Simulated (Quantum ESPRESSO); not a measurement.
# K (Im-3m): from the cell to the phonon bands, part 2 of 3

How does K (Im-3m) vibrate, and is this structure a minimum?

Quantum ESPRESSO 7.5; DFT LDA, scalar-relativistic, plane waves, PseudoDojo norm-conserving pseudopotentials.

So far. Step 2 (A probe with smearing): No gap opens on this mesh, so smearing is kept; the start stands at -0.37 GPa. Step 4 (Self-consistent run for the response): The cell stands at -0.004 GPa, close enough for phonons. The relaxed cell has a = 5.045 Å (conventional setting).

The database entry behind the starting cell lists a temperature near 5 K, so it need not match the best structure at ambient conditions.

**5. Phonons on a q mesh**

Linear response treats each wavevector in the unit cell, with no supercell; the 4×4×4 mesh fixes the range of the force constants to be had.

Input file ph.in:

```
phonons
 &inputph
    prefix='x',
    outdir='./tmp',
    fildyn='x.dyn',
    tr2_ph=1.0d-18,
    alpha_mix(1)=0.4,
    nmix_ph=8,
    ldisp=.true.,
    nq1=4,
    nq2=4,
    nq3=4,
 /
```

Run with:

```console
$ OMP_NUM_THREADS=1 mpirun -n 4 ph.x -nk 4 -in ph.in > ph.out
```

Numbers of over 12 decimals in the logs are rounded to 6 here.

Output:

```text
[banners, grids, parts of the stress and lines that vanish by symmetry left out]
[banner, memory and clock lines left out]
Program PHONON v.7.5

     ./tmp/x.save/

     IMPORTANT: XC functional enforced from input :
     Exchange-correlation= PW
                           (   1   4   0   0   0   0   0)
     Any further DFT definition will be discarded
     Please, verify this is what you really want

     G-vector sticks info

     Reading collected, re-writing distributed wavefunctions in ./tmp/

     Dynamical matrices for ( 4, 4, 4)  uniform grid of q-points
     (   8 q-points):
       N         xq(1)         xq(2)         xq(3)
       1   0.000000000   0.000000000   0.000000000
       2   0.000000000  -0.216506351   0.216506351
       3   0.000000000   0.433012702  -0.433012702
       4  -0.216506351   0.649519053  -0.433012702
[...]
Number and degeneracy of irreps per q-point
       N         xq(1)         xq(2)         xq(3)   N irreps
       1   0.000000000   0.000000000   0.000000000       1
        3
       2   0.000000000  -0.216506351   0.216506351       3
     No degeneracy
       3   0.000000000   0.433012702  -0.433012702       3
     No degeneracy
       4  -0.216506351   0.649519053  -0.433012702       3
     No degeneracy
       5   0.000000000   0.000000000   0.433012702       2
        1   2
       6   0.000000000   0.649519053  -0.216506351       3
     No degeneracy
       7   0.433012702  -0.433012702   0.433012702       1
        3
       8   0.000000000   0.000000000  -0.866025404       1
        3

     Calculation of q =    0.0000000   0.0000000   0.0000000

     phonons

     bravais-lattice index     =            0
     lattice parameter (alat)  =       8.2568  a.u.
     unit-cell volume          =     433.3183 (a.u.)^3
     number of atoms/cell      =            1
     number of atomic types    =            1
     kinetic-energy cut-off    =      79.0000  Ry
     charge density cut-off    =     316.0000  Ry
     convergence threshold     =      1.0E-18
     beta                      =       0.4000
     number of iterations used =            8
     Exchange-correlation= PW
                           (   1   4   0   0   0   0   0)

     celldm(1)=    8.25676  celldm(2)=    0.00000  celldm(3)=    0.00000
     celldm(4)=    0.00000  celldm(5)=    0.00000  celldm(6)=    0.00000

     crystal axes: (cart. coord. in units of alat)
               a(1) = (  0.5774  0.5774  0.5774 )
               a(2) = ( -0.5774  0.5774  0.5774 )
               a(3) = ( -0.5774 -0.5774  0.5774 )

     reciprocal axes: (cart. coord. in units 2 pi/alat)
               b(1) = (  0.8660  0.0000  0.8660 )
               b(2) = ( -0.8660  0.8660  0.0000 )
               b(3) = (  0.0000 -0.8660  0.8660 )

     Atoms inside the unit cell:

     Cartesian axes

     site n.  atom      mass           positions (alat units)
        1  K      39.0983   tau(    1) = (    0.00000    0.00000    0.00000  )

     Computing dynamical matrix for
                    q = (   0.0000000   0.0000000   0.0000000 )

     49 Sym.Ops. (with q -> -q+G )

     G cutoff =  545.6908  (  41091 G-vectors)     FFT grid: ( 48, 48, 48)

     number of k points=    72  Marzari-Vanderbilt smearing, width (Ry)=  0.0200

     PseudoPot. # 1 for K  read from file:
     ./pseudo/K.upf
     Pseudo is Norm-conserving + core correction, Zval =  9.0

     Mode symmetry, O_h (m-3m)  point group:

     Atomic displacements:
     There are    1 irreducible representations

     Representation     1      3 modes -  To be done

     Alpha used in Ewald sum =   2.8000

     Representation #   1 modes #   1   2   3

     Self-consistent Calculation
      iter #   1   av.it.:   6.6
      thresh= 1.000E-02 alpha_mix =  0.400 |ddv_scf|^2 =  3.817E-07
      iter #   2   av.it.:  10.5
      thresh= 6.178E-05 alpha_mix =  0.400 |ddv_scf|^2 =  1.984E-08
      iter #   3   av.it.:  10.6
      thresh= 1.408E-05 alpha_mix =  0.400 |ddv_scf|^2 =  6.754E-10
      iter #   4   av.it.:  11.6
      thresh= 2.599E-06 alpha_mix =  0.400 |ddv_scf|^2 =  1.664E-12
[...]
End of self-consistent calculation

     Convergence has been achieved

     Number of q in the star =    1
     List of q in the star:
[...]
Diagonalizing the dynamical matrix

     q = (    0.000000000   0.000000000   0.000000000 )

 **************************************************************************
     freq (    1) =      -0.033119 [THz] =      -1.104736 [cm-1]
     freq (    2) =      -0.033119 [THz] =      -1.104736 [cm-1]
     freq (    3) =      -0.033119 [THz] =      -1.104736 [cm-1]
 **************************************************************************

     Mode symmetry, O_h (m-3m)  point group:

     freq (   1-   3) =         -1.1  [cm-1]   --> T_1u G_15  G_4- I

     Calculation of q =    0.0000000  -0.2165064   0.2165064
     [... set-up and bands at k+q left out ...]

     Mode symmetry, C_2v (mm2)  point group:

     Atomic displacements:
     There are    3 irreducible representations

     Representation     1      1 modes -  To be done

     Representation     2      1 modes -  To be done

     Representation     3      1 modes -  To be done

     Message from routine init_vloc:
     Interpolation table for Vloc re-allocated

     Alpha used in Ewald sum =   2.8000

     Representation #   1 mode #   1

     Self-consistent Calculation

[...]
[... iterations left out ...]
[...]
End of self-consistent calculation

     Convergence has been achieved

     Representation #   2 mode #   2

     Self-consistent Calculation

[...]
[... iterations left out ...]
[...]
End of self-consistent calculation

     Convergence has been achieved

     Representation #   3 mode #   3

     Self-consistent Calculation

[...]
[... iterations left out ...]
[...]
End of self-consistent calculation

     Convergence has been achieved

     Number of q in the star =   12
     List of q in the star:
[...]
Diagonalizing the dynamical matrix

     q = (    0.000000000  -0.216506351   0.216506351 )

 **************************************************************************
     freq (    1) =       0.366960 [THz] =      12.240468 [cm-1]
     freq (    2) =       1.117132 [THz] =      37.263517 [cm-1]
     freq (    3) =       1.768379 [THz] =      58.986760 [cm-1]
 **************************************************************************

     Mode symmetry, C_2v (mm2)  point group:

     freq (   1-   1) =         12.2  [cm-1]   --> B_1  D_3  S_3
     freq (   2-   2) =         37.3  [cm-1]   --> B_2  D_4  S_4
     freq (   3-   3) =         59.0  [cm-1]   --> A_1  D_1  S_1

     Calculation of q =    0.0000000   0.4330127  -0.4330127
     [... set-up and bands at k+q left out ...]

     Mode symmetry, D_2h (mmm)  point group:

     Atomic displacements:
     There are    3 irreducible representations

[...]
Alpha used in Ewald sum =   2.8000

     Representation #   1 mode #   1

[...]
[... iterations left out ...]
[...]
Convergence has been achieved

[...]
Convergence has been achieved

[...]
Convergence has been achieved

     Number of q in the star =    6
     List of q in the star:
[...]
Diagonalizing the dynamical matrix

     q = (    0.000000000   0.433012702  -0.433012702 )

[...]
freq (    1) =       0.507424 [THz] =      16.925851 [cm-1]
     freq (    2) =       1.584324 [THz] =      52.847349 [cm-1]
     freq (    3) =       2.523888 [THz] =      84.187840 [cm-1]
[...]
Mode symmetry, D_2h (mmm)  point group:

     freq (   1-   1) =         16.9  [cm-1]   --> B_2u
     freq (   2-   2) =         52.8  [cm-1]   --> B_1u
     freq (   3-   3) =         84.2  [cm-1]   --> B_3u

     Calculation of q =   -0.2165064   0.6495191  -0.4330127
     [... set-up and bands at k+q left out ...]

     Mode symmetry, C_s (m)     point group:

     Atomic displacements:
     There are    3 irreducible representations

[...]
Alpha used in Ewald sum =   2.8000

[...]
Convergence has been achieved

[...]
Convergence has been achieved

[...]
Convergence has been achieved

     Number of q in the star =   24
     List of q in the star:
[...]
Diagonalizing the dynamical matrix

     q = (   -0.216506351   0.649519053  -0.433012702 )

[...]
freq (    1) =       0.964562 [THz] =      32.174329 [cm-1]
     freq (    2) =       1.762825 [THz] =      58.801498 [cm-1]
     freq (    3) =       2.312356 [THz] =      77.131901 [cm-1]
[...]
Mode symmetry, C_s (m)     point group:

     freq (   1-   1) =         32.2  [cm-1]   --> A'
     freq (   2-   2) =         58.8  [cm-1]   --> A''
     freq (   3-   3) =         77.1  [cm-1]   --> A'

     Calculation of q =    0.0000000   0.0000000   0.4330127
     [... set-up and bands at k+q left out ...]

     Mode symmetry, C_4v (4mm)  point group:

     Atomic displacements:
     There are    2 irreducible representations

[...]
Alpha used in Ewald sum =   2.8000

[...]
Convergence has been achieved

     Representation #   2 modes #   2   3

[...]
Convergence has been achieved

     Number of q in the star =    6
     List of q in the star:
[...]
Diagonalizing the dynamical matrix

     q = (    0.000000000   0.000000000   0.433012702 )

[...]
freq (    1) =       1.617229 [THz] =      53.944946 [cm-1]
     freq (    2) =       1.617229 [THz] =      53.944946 [cm-1]
     freq (    3) =       1.777743 [THz] =      59.299128 [cm-1]
[...]
Mode symmetry, C_4v (4mm)  point group:

     freq (   1-   2) =         53.9  [cm-1]   --> E    G_5 D_5
     freq (   3-   3) =         59.3  [cm-1]   --> A_1  G_1 D_1

     Calculation of q =    0.0000000   0.6495191  -0.2165064
     [... set-up and bands at k+q left out ...]

     Mode symmetry, C_2v (mm2)  point group:

     Atomic displacements:
     There are    3 irreducible representations

[...]
Alpha used in Ewald sum =   2.8000

[...]
Convergence has been achieved

     Representation #   2 mode #   2

[...]
Convergence has been achieved

     Representation #   3 mode #   3

[...]
Convergence has been achieved

     Number of q in the star =   12
     List of q in the star:
[...]
Diagonalizing the dynamical matrix

     q = (    0.000000000   0.649519053  -0.216506351 )

[...]
freq (    1) =       1.625340 [THz] =      54.215507 [cm-1]
     freq (    2) =       2.000555 [THz] =      66.731316 [cm-1]
     freq (    3) =       2.429782 [THz] =      81.048813 [cm-1]
[...]
Mode symmetry, C_2v (mm2)  point group:

     freq (   1-   1) =         54.2  [cm-1]   --> A_1  D_1  S_1
     freq (   2-   2) =         66.7  [cm-1]   --> B_1  D_3  S_3
     freq (   3-   3) =         81.0  [cm-1]   --> B_2  D_4  S_4

     Calculation of q =    0.4330127  -0.4330127   0.4330127
     [... set-up and bands at k+q left out ...]

     Mode symmetry, T_d (-43m)  point group:

     Atomic displacements:
     There are    1 irreducible representations

     Representation     1      3 modes -  To be done

     Alpha used in Ewald sum =   2.8000

     Representation #   1 modes #   1   2   3

     Self-consistent Calculation

[...]
[... iterations left out ...]
[...]
End of self-consistent calculation

     Convergence has been achieved

     Number of q in the star =    2
     List of q in the star:
[...]
2   0.433012702  -0.433012702  -0.433012702

     Diagonalizing the dynamical matrix

     q = (    0.433012702  -0.433012702   0.433012702 )

[...]
freq (    1) =       1.891506 [THz] =      63.093835 [cm-1]
     freq (    2) =       1.891506 [THz] =      63.093835 [cm-1]
     freq (    3) =       1.891506 [THz] =      63.093835 [cm-1]
[...]
Mode symmetry, T_d (-43m)  point group:

     freq (   1-   3) =         63.1  [cm-1]   --> T_2  G_15 P_4

     Calculation of q =    0.0000000   0.0000000  -0.8660254
     [... set-up and bands at k+q left out ...]

     Mode symmetry, O_h (m-3m)  point group:

     Atomic displacements:
     There are    1 irreducible representations

     Representation     1      3 modes -  To be done

     Alpha used in Ewald sum =   2.8000

     Representation #   1 modes #   1   2   3

     Self-consistent Calculation

      iter #   1   av.it.:   6.8
      thresh= 1.000E-02 alpha_mix =  0.400 |ddv_scf|^2 =  9.297E-07

      [... iterations left out ...]
      iter #   9   av.it.:  11.0
      thresh= 1.795E-10 alpha_mix =  0.400 |ddv_scf|^2 =  1.002E-20

     End of self-consistent calculation

     Convergence has been achieved

     Number of q in the star =    1
     List of q in the star:
          1   0.000000000   0.000000000  -0.866025404

     Diagonalizing the dynamical matrix

     q = (    0.000000000   0.000000000  -0.866025404 )

 **************************************************************************
     freq (    1) =       2.347609 [THz] =      78.307805 [cm-1]
     freq (    2) =       2.347609 [THz] =      78.307805 [cm-1]
     freq (    3) =       2.347609 [THz] =      78.307805 [cm-1]
 **************************************************************************

     Mode symmetry, O_h (m-3m)  point group:

     freq (   1-   3) =         78.3  [cm-1]   --> T_1u G_15  G_4-


[key lines of the parts left out:]
the Fermi energy is     2.1970 ev
```

The job ended after 49 min (4 MPI ranks of Arm Neoverse V2, shared host; 3.2 h of CPU time).

Read from the output:

- largest acoustic frequency at the zone centre before the sum rule: -1.1 cm⁻¹
- lowest mode on the q mesh (acoustic ones at the zone centre apart): 12.24 cm⁻¹

Frequencies (cm⁻¹) at each irreducible wavevector; negative means imaginary. Frequencies by wavevector:

| q (fractions) | star | mode 1 | mode 2 | mode 3 |
| --- | --- | --- | --- | --- |
| 0 0 0 | 1 | -1.1 | -1.1 | -1.1 |
| 0 0 0.25 | 12 | 12.24 | 37.26 | 58.99 |
| 0 0 -0.5 | 6 | 16.93 | 52.85 | 84.19 |
| 0 0.25 -0.5 | 24 | 32.17 | 58.8 | 77.13 |
| 0.25 0.25 0.25 | 6 | 53.94 | 53.94 | 59.3 |
| 0.25 0.25 -0.5 | 12 | 54.22 | 66.73 | 81.05 |
| 0.25 -0.25 0.25 | 2 | 63.09 | 63.09 | 63.09 |
| -0.5 -0.5 -0.5 | 1 | 78.31 | 78.31 | 78.31 |

The acoustic modes at Γ come out as far as 1.1 cm⁻¹ from zero, where they should vanish, a small numerical error.

**6. Force constants in real space**

The dynamical matrices of the mesh are Fourier-transformed to force constants in real space.

Input file q2r.in:

```
 &input
    fildyn='x.dyn',
    zasr='crystal',
    flfrc='x.fc',
 /
```

Run with:

```console
$ q2r.x < q2r.in > q2r.out
```

Output:

```text
[banners, grids, parts of the stress and lines that vanish by symmetry left out]
[banner, memory and clock lines left out]
Program Q2R v.7.5

  reading grid info from file x.dyn0

  reading force constants from file x.dyn1
  Dielectric Tensor not found
  nqs=            1
 q=   0.00000000  0.00000000  0.00000000
  reading force constants from file x.dyn2
  nqs=           12
 q=   0.00000000 -0.21650635  0.21650635
[...]
reading force constants from file x.dyn7
  nqs=            2
[...]
q=   0.43301270 -0.43301270 -0.43301270
  reading force constants from file x.dyn8
  nqs=            1
 q=   0.00000000  0.00000000 -0.86602540

      q-space grid ok, #points =   64

      fft-check success (sum of imaginary terms < 10^-12)
```

Elapsed: 0.46 s, on 1 thread.

**7. Interpolated phonon bands**

From the force constants any wavevector is cheap; points of the mesh come back as solved, but for the sum rule and, in polar crystals, the LO-TO term at Γ; the rest is interpolation.

Input file matdyn.in:

```
 &input
    asr='crystal',
    flfrc='x.fc',
    flfrq='x.freq',
    flvec='x.modes',
    q_in_band_form=.true.,
    q_in_cryst_coord=.true.,
 /
8
  0.0000000   0.0000000   0.0000000  12  ! GAMMA
  0.5000000   0.5000000  -0.5000000  12  ! H
  0.5000000  -0.0000000  -0.5000000  12  ! N
  0.0000000   0.0000000   0.0000000  12  ! GAMMA
  0.7500000   0.2500000  -0.2500000  12  ! P
  0.5000000   0.5000000  -0.5000000   1  ! H
  0.7500000   0.2500000  -0.2500000  12  ! P
  0.5000000  -0.0000000  -0.5000000   1  ! N
```

Run with:

```console
$ matdyn.x -in matdyn.in > matdyn.out
```

Output:

```text
[banner, memory and clock lines left out]
Program MATDYN v.7.5

 mass for atomic type   1 not given; uses mass from file x.fc
 Norm of the difference between old and new effective charges:    0.000000

 Norm of the difference between old and new force-constants:   7.81588e-07

     Message from routine matdyn:
     Z* not found in file x.fc, TO-LO splitting at q=0 will be absent!
     Message from routine matdyn:
     Z* not found in file x.fc, TO-LO splitting at q=0 will be absent!

Note: The following floating-point exceptions are signalling: IEEE_UNDERFLOW_FLAG
```

Elapsed: 0.45 s, on 1 thread.

Read from the output:

| Item | Value |
| --- | --- |
| lowest frequency on the path | 0 cm⁻¹ |
| mean frequency | 54.2 cm⁻¹ |
| Debye temperature (second moment) | 107 K |
| logarithmic mean frequency | 49.7 cm⁻¹ |

[end of part 2 of 3]

[Host names and launcher messages were left out of these logs when they were recorded.]

[Logs are printed without paths, hosts, clocks, repeated set-up lines and the standing remarks that a program may print on its own settings, such as how far it seeks lower states.]

[Hosts, paths, dates, database ids (printed as entryN), source tags and the programs' standing remarks are cut or masked in the printed files.]
